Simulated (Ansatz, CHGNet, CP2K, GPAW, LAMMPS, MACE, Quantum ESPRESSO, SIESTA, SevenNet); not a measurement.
## Quantum ESPRESSO runs on Mg36Fe35Al29 (at. %) at 1400 K with crystalline order left by the classical run (69 atoms)

Wanted: Quantum ESPRESSO inputs and outputs for Mg36Fe35Al29 (at. %) at 1400 K with crystalline order left by the classical run (69 atoms), checked against a plane-wave reference.

Main program and level: Quantum ESPRESSO 7.5; the method is named at each step.

## (1) Set-up

The cell holds 69 atoms: 25 Mg, 24 Fe and 20 Al. Cell: a = 11.327 Å, b = 11.327 Å, c = 11.327 Å, α = 90.0°, β = 90.0°, γ = 90.0°. 69 atoms (25 Mg, 24 Fe, 20 Al) placed at random at 3.11 g/cm³, melted at 2000 K for 10 ps at fixed volume with the MEAM Al-Si-Mg-Cu-Fe potential (Jelinek et al., Phys. Rev. B 85, 245102 (2012)). Snapshot at the end of a hold of 10 ps at 1400 K and zero pressure.

The yardstick, on the same geometry:

```
method                 : Kohn-Sham DFT, PBE, PAW, plane waves (Ansatz 0.2.0); cutoff 420 eV, Γ point, fermi-dirac smearing of 0.05 eV, spin polarised, started with 24 parallel moments, ending at 57.7 μB in the cell; PAW set soft_2
r.m.s. force component : 0.6373 eV/Å
longest force          : 3.803 eV/Å
pressure               : -3.632 GPa
SCF cycles             : 62
time                   : 3.2 min on 4 threads of Arm Neoverse V1, shared host
CPU time               : 13 min
```

## (2) PBE, sssp-1.3.0-efficiency, 60/480 Ry

Method: Kohn-Sham DFT, PBE, SSSP efficiency 1.3.0 pseudopotentials, plane waves.

pw.in

```
&control
  calculation = 'scf'
  pseudo_dir = './pseudo'
  outdir = './tmp'
  disk_io = 'none'
  tprnfor = .true.
  tstress = .true.
/
&system
  ibrav = 0
  nat = 69
  ntyp = 3
  ecutwfc = 60
  ecutrho = 480
  nosym = .true.
  occupations = 'smearing'
  smearing = 'fd'
  degauss = 0.003675
  nspin = 2
  starting_magnetization(2) = 0.5
/
&electrons
  conv_thr = 3.5e-07
  electron_maxstep = 100
  mixing_beta = 0.2
  mixing_mode = 'local-TF'
  diagonalization = 'david'
/
ATOMIC_SPECIES
Mg 24.305 Mg.upf
Fe1 55.845 Fe.upf
Al 26.982 Al.upf
CELL_PARAMETERS angstrom
11.32714 0.00000 0.00000
0.00000 11.32714 0.00000
0.00000 0.00000 11.32714
ATOMIC_POSITIONS crystal
Mg 0.66602 0.52845 0.80361
Mg 0.04311 0.38722 0.02779
Mg 0.81255 0.88522 0.59084
Mg 0.68091 0.21719 0.33189
Mg 0.74362 0.44887 0.58010
Mg 0.92177 0.50524 0.35189
Mg 0.51250 0.27113 0.55333
Mg 0.03069 0.92507 0.03050
Mg 0.13844 0.16955 0.18520
Mg 0.57005 0.40380 0.11140
Mg 0.81031 0.79877 0.35245
Mg 0.82811 0.26409 0.04780
Mg 0.49353 0.66600 0.09610
Mg 0.81138 0.99417 0.14113
Mg 0.77541 0.70346 0.93106
Mg 0.13062 0.03803 0.40787
Mg 0.89524 0.16592 0.76724
Mg 0.92788 0.68200 0.12985
Mg 0.60622 0.14567 0.95243
Mg 0.36193 0.97598 0.28116
Mg 0.90352 0.24189 0.51825
Mg 0.01200 0.64460 0.66861
Mg 0.51325 0.90383 0.07071
Mg 0.37725 0.17259 0.06663
Mg 0.68336 0.92115 0.85360
Fe1 0.48784 0.67821 0.72703
Fe1 0.53870 0.77725 0.35133
Fe1 0.63699 0.08266 0.53624
Fe1 0.35996 0.08500 0.87530
Fe1 0.20890 0.75870 0.16568
Fe1 0.03316 0.72934 0.37930
Fe1 0.54200 0.44460 0.43056
Fe1 0.20902 0.46258 0.85700
Fe1 0.75280 0.53084 0.09449
Fe1 0.42388 0.05363 0.54822
Fe1 0.56708 0.09948 0.17218
Fe1 0.39993 0.44817 0.66088
Fe1 0.53858 0.32602 0.79678
Fe1 0.32933 0.84069 0.60184
Fe1 0.65196 0.65481 0.49386
Fe1 0.70437 0.23520 0.69077
Fe1 0.38091 0.59615 0.29490
Fe1 0.86544 0.04948 0.36952
Fe1 0.20772 0.60211 0.50784
Fe1 0.66738 0.77157 0.16510
Fe1 0.41346 0.24697 0.35076
Fe1 0.19548 0.83570 0.78465
Fe1 0.33130 0.71984 0.90761
Fe1 0.27844 0.25728 0.55011
Al 0.31147 0.26776 0.77850
Al 0.15977 0.42479 0.63540
Al 0.40385 0.89330 0.78345
Al 0.27002 0.62731 0.72662
Al 0.60213 0.58298 0.28997
Al 0.64927 0.96243 0.33240
Al 0.54863 0.84499 0.56432
[... 9 atom lines left out ...]
Al 0.42798 0.47946 0.85315
Al 0.25364 0.78266 0.39222
Al 0.94592 0.26901 0.27583
Al 0.12455 0.13795 0.88402
K_POINTS gamma
```

Launch:

```
OMP_NUM_THREADS=1 mpirun -np 4 pw.x -in pw.in > output.txt
```

Numbers of over 12 decimals in the logs are rounded to 6 here.

Log:

```text
Program PWSCF
     gamma-point specific algorithms are used
     one sub-group per band group will be used
     scalapack distributed-memory algorithm (size of sub-group:  2*  2 procs)
     Parallelization info
     sticks:   dense  smooth     PW     G-vecs:    dense   smooth      PW
     Min        4373    2183    545               435316   153854   19237
     Max        4376    2190    548               435318   153856   19244
     Sum       17497    8741   2185              1741269   615421   76957
     bravais-lattice index     =            0
     lattice parameter (alat)  =      21.4052  a.u.
     unit-cell volume          =    9807.4794 (a.u.)^3
     number of atoms/cell      =           69
     number of atomic types    =            3
     number of electrons       =       494.00
     number of Kohn-Sham states=          296
     kinetic-energy cutoff     =      60.0000  Ry
     charge density cutoff     =     480.0000  Ry
     scf convergence threshold =      3.5E-07
     mixing beta               =       0.2000
     number of iterations used =            8  local-TF  mixing
     Exchange-correlation= SLA  PW   PBX  PBC
                           (   1   4   3   4   0   0   0)
     crystal axes: (cart. coord. in units of alat)
               a(1) = (   1.000000   0.000000   0.000000 )
               a(2) = (   0.000000   1.000000   0.000000 )
               a(3) = (   0.000000   0.000000   1.000000 )
     reciprocal axes: (cart. coord. in units 2 pi/alat)
               b(1) = (  1.000000  0.000000  0.000000 )
               b(2) = (  0.000000  1.000000  0.000000 )
               b(3) = (  0.000000  0.000000  1.000000 )
     PseudoPot. # 1 for Mg:
     Pseudo is Projector augmented-wave + core cor, Zval =  2.0
     PseudoPot. # 2 for Fe:
     Pseudo is Projector augmented-wave + core cor, Zval = 16.0
     PseudoPot. # 3 for Al:
     Pseudo is Projector augmented-wave + core cor, Zval =  3.0
     atomic species   valence    mass     pseudopotential
     Mg                2.00    24.30500     Mg( 1.00)
     Fe1              16.00    55.84500     Fe( 1.00)
     Al                3.00    26.98200     Al( 1.00)
     Starting magnetic structure
     atomic species   magnetization
     Mg              0.000
     Fe1             0.500
     Al              0.000
     No symmetry found
   Cartesian axes
     number of k points=     1  Fermi-Dirac smearing, width (Ry)=  0.0037
                       cart. coord. in units 2pi/alat
        k(    1) = (   0.0000000   0.0000000   0.0000000), wk =   1.0000000
     Dense  grid:   870635 G-vectors     FFT dimensions: ( 150, 150, 150)
     Smooth grid:   307711 G-vectors     FFT dimensions: ( 108, 108, 108)
     Check: negative core charge=   -0.000022
     Generating pointlists ...
     new r_m :   0.0871 (alat units)  1.8642 (a.u.) for type    1
     new r_m :   0.0812 (alat units)  1.7377 (a.u.) for type    2
     new r_m :   0.0812 (alat units)  1.7377 (a.u.) for type    3
     Initial potential from superposition of free atoms
     starting charge     493.9206, renormalised to     494.0000
     Starting wfcs are  492 randomized atomic wfcs
     Self-consistent Calculation
     iteration #  1     ecut=    60.00 Ry     beta= 0.20
     total energy              =   -9524.46983785 Ry
     estimated scf accuracy    <      36.07978382 Ry
     total magnetization       =    80.12 Bohr mag/cell
     absolute magnetization    =    87.99 Bohr mag/cell
     iteration #  2     ecut=    60.00 Ry     beta= 0.20
     negative rho (up, down):  0.000E+00 2.347E-04
     total energy              =   -9527.92906592 Ry
     estimated scf accuracy    <      21.11061314 Ry
     total magnetization       =    75.62 Bohr mag/cell
     absolute magnetization    =    84.94 Bohr mag/cell
     iteration #  3     ecut=    60.00 Ry     beta= 0.20
     negative rho (up, down):  0.000E+00 6.451E-04
     total energy              =   -9529.27673906 Ry
     estimated scf accuracy    <      12.55668942 Ry
     total magnetization       =    68.74 Bohr mag/cell
     absolute magnetization    =    79.17 Bohr mag/cell
[...]
negative rho (up, down):  0.000E+00 2.176E-03
[...]
total energy              =   -9530.63635538 Ry
[...]
iteration # 25     ecut=    60.00 Ry     beta= 0.20
[...]
total energy              =   -9530.63640052 Ry
     estimated scf accuracy    <       0.00000080 Ry
     total magnetization       =    57.62 Bohr mag/cell
     absolute magnetization    =    65.88 Bohr mag/cell
     iteration # 26     ecut=    60.00 Ry     beta= 0.20
[...]
Magnetic moment per site  (integrated on atomic sphere of radius R)
     atom   1 (R=0.087)  charge=  0.3893  magn= -0.0141
     atom   2 (R=0.087)  charge=  0.3397  magn= -0.0148
     atom   3 (R=0.087)  charge=  0.3289  magn= -0.0035
[...]
atom  68 (R=0.081)  charge=  0.7407  magn=  0.0064
     atom  69 (R=0.081)  charge=  0.7016  magn=  0.0079
     End of self-consistent calculation
 ------ SPIN UP ------------
          k = 0.0000 0.0000 0.0000 ( 38479 PWs)   bands (ev):
   -82.9521 -82.7603 -82.6567 -82.6064 -82.6009 -82.5833 -82.5686 -82.5018
   -82.4456 -82.4226 -82.4091 -82.3709 -82.3585 -82.3368 -82.3249 -82.3129
   -82.2678 -82.2594 -82.2394 -82.2361 -82.0668 -81.9924 -81.7382 -81.7245
[...]
------ SPIN DOWN ----------
          k = 0.0000 0.0000 0.0000 ( 38479 PWs)   bands (ev):
[...]
7.1205   7.1422   7.2020   7.2193   7.2745   7.2942   7.3123   7.3468
     7.3830   7.4227   7.4887   7.5548   7.5886   7.6081   7.6172   7.7468
     the Fermi energy is     5.7658 ev
!    total energy              =   -9530.63648714 Ry
     total all-electron energy =    -80820.964189 Ry
     estimated scf accuracy    <       0.00000033 Ry
     smearing contrib. (-TS)   =      -0.03738464 Ry
     internal energy E=F+TS    =   -9530.59910250 Ry
     The total energy is F=E-TS. E is the sum of the following terms:
     one-electron contribution =   -7774.65806378 Ry
     hartree contribution      =    4014.36909989 Ry
     xc contribution           =    -924.79675644 Ry
     ewald contribution        =   -1541.96112437 Ry
     one-center paw contrib.   =   -3303.55225780 Ry
     total magnetization       =    57.62 Bohr mag/cell
     absolute magnetization    =    65.88 Bohr mag/cell
     convergence has been achieved in  26 iterations
     negative rho (up, down):  0.000E+00 5.568E-04
     Forces acting on atoms (cartesian axes, Ry/au):
     atom    1 type  1   force =    -0.00785601   -0.02306310    0.01142995
     atom    2 type  1   force =     0.02592429    0.02143442    0.00566686
     atom    3 type  1   force =     0.00072809    0.00744925    0.00195864
[...]
atom   68 type  3   force =    -0.01283230   -0.01721195    0.00217256
     atom   69 type  3   force =     0.03005109   -0.00567798    0.01791446
     Total force =     0.358765     Total SCF correction =     0.000821
     Computing stress (Cartesian axis) and pressure
     negative rho (up, down):  0.000E+00 5.568E-04
          total   stress  (Ry/bohr**3)                   (kbar)     P=      -38.37
  -0.00022362   0.00003403   0.00004292          -32.90        5.01        6.31
   0.00003403  -0.00029314   0.00001685            5.01      -43.12        2.48
   0.00004292   0.00001685  -0.00026565            6.31        2.48      -39.08
     Message from routine punch:
     Nothing written, as per user request (disk_io='none')
```

Elapsed: 16 min, on 4 MPI ranks of Arm Neoverse V1, shared host; peak memory 5.2 GiB.

Banners, paths, timers and routine set-up lines are dropped from the logs unmarked, and long logs keep their key lines alone; longer cuts are marked.

Against the reference:

| Property | Result |
| --- | --- |
| r.m.s. force component | 0.6411 eV/Å |
| r.m.s. difference of force components | 10.56 meV/Å |
| longest difference of force vectors | 42.5 meV/Å |
| force difference over r.m.s. force | 1.657 % |
| slope of forces against the reference's | 1.006 |
| correlation of force components | 0.9999 |
| pressure | -3.837 GPa |
| pressure difference | -0.2042 GPa |

Length of the force difference by element (eV/Å):

```csv
element,atoms,mean,most
Al,20,0.014,0.043
Fe,24,0.024,0.037
Mg,25,0.0071,0.015
```

A closer look about Al66, which bears the longest force: 9 atoms, nearest first, numbered in the order of the input, with positions taken from that point.

```csv
atom,x,y,z,distance (Å),moment (μB),Fx,Fy,Fz (eV/Å)
Al66,0.00,0.00,0.00,0.00,-0.03,-0.83,2.44,2.85
Fe37,-0.32,-0.35,-2.18,2.23,2.28,-0.16,-0.06,-2.17
Fe38,1.25,-1.74,-0.64,2.24,2.29,0.64,-1.65,-0.84
Fe33,-2.48,-0.19,0.04,2.49,2.03,-0.30,0.19,0.57
Fe26,0.68,2.25,-1.43,2.75,2.46,-0.40,0.29,-0.28
Mg1,2.70,0.55,-0.56,2.81,-0.01,-0.20,-0.59,0.29
Al53,-1.79,1.67,-1.43,2.84,-0.04,-0.16,0.13,-0.91
Al50,-1.32,-2.40,-0.85,2.86,-0.02,0.12,0.50,-0.14
Fe48,-1.10,2.72,0.62,3.00,2.17,0.49,-0.52,0.15
```

Forces lie 1.7 % from the reference's, at 5.0 times its CPU time.

Further runs of this program without a result: QE PBE, sssp-1.3.0-efficiency, 20/160 Ry (cut off at its time limit).

## (3) Outcome

* force difference from the reference: QE PBE, sssp-1.3.0-efficiency, 60/480 Ry, 1.7 %
* its CPU time: 64 min

PBE on plane waves or a grid with other potentials, cutoffs or grids differs from the reference by 1.7 % (QE PBE, sssp-1.3.0-efficiency, 60/480 Ry) of the r.m.s. force; this holds the reference's own error, so differences of a few per cent don't tell which side is nearer the exact PBE result (QE's 60 Ry are 816 eV, against the reference's 420 eV). The potentials hold different valence shells: 694 electrons in the reference, 494 in Quantum ESPRESSO with SSSP; this bears on time and differences. The frame stands for 1400 K, but pressures are static and levels are smeared at 580 K, under the temperature of the frame, which matters where levels are partly filled. In the spin-polarised runs the search for a state of lower energy was switched off. The network of bonds at the start is that of the classical potential that made the cell, and needn't be the one that DFT or experiment would give. The run was spin polarised, started with 24 parallel moments, ending at 57.7 μB in the cell; that starting order needn't be the real material's, and it bears on forces, charges and levels. The electronic-structure runs sample only Γ, in a cell whose shortest periodic width is 11 Å, which is coarse for a cell with partly filled levels.

[Also dropped from logs without a mark: logging warnings of Python, and SIESTA's first energy breakdown and zero terms.]

[Logs are printed without paths, hosts, clocks, repeated set-up lines and the standing remarks that a program may print on its own settings, such as how far it seeks lower states.]

[Hosts, paths, dates, database ids (printed as entryN), source tags and the programs' standing remarks are cut or masked in the printed files.]
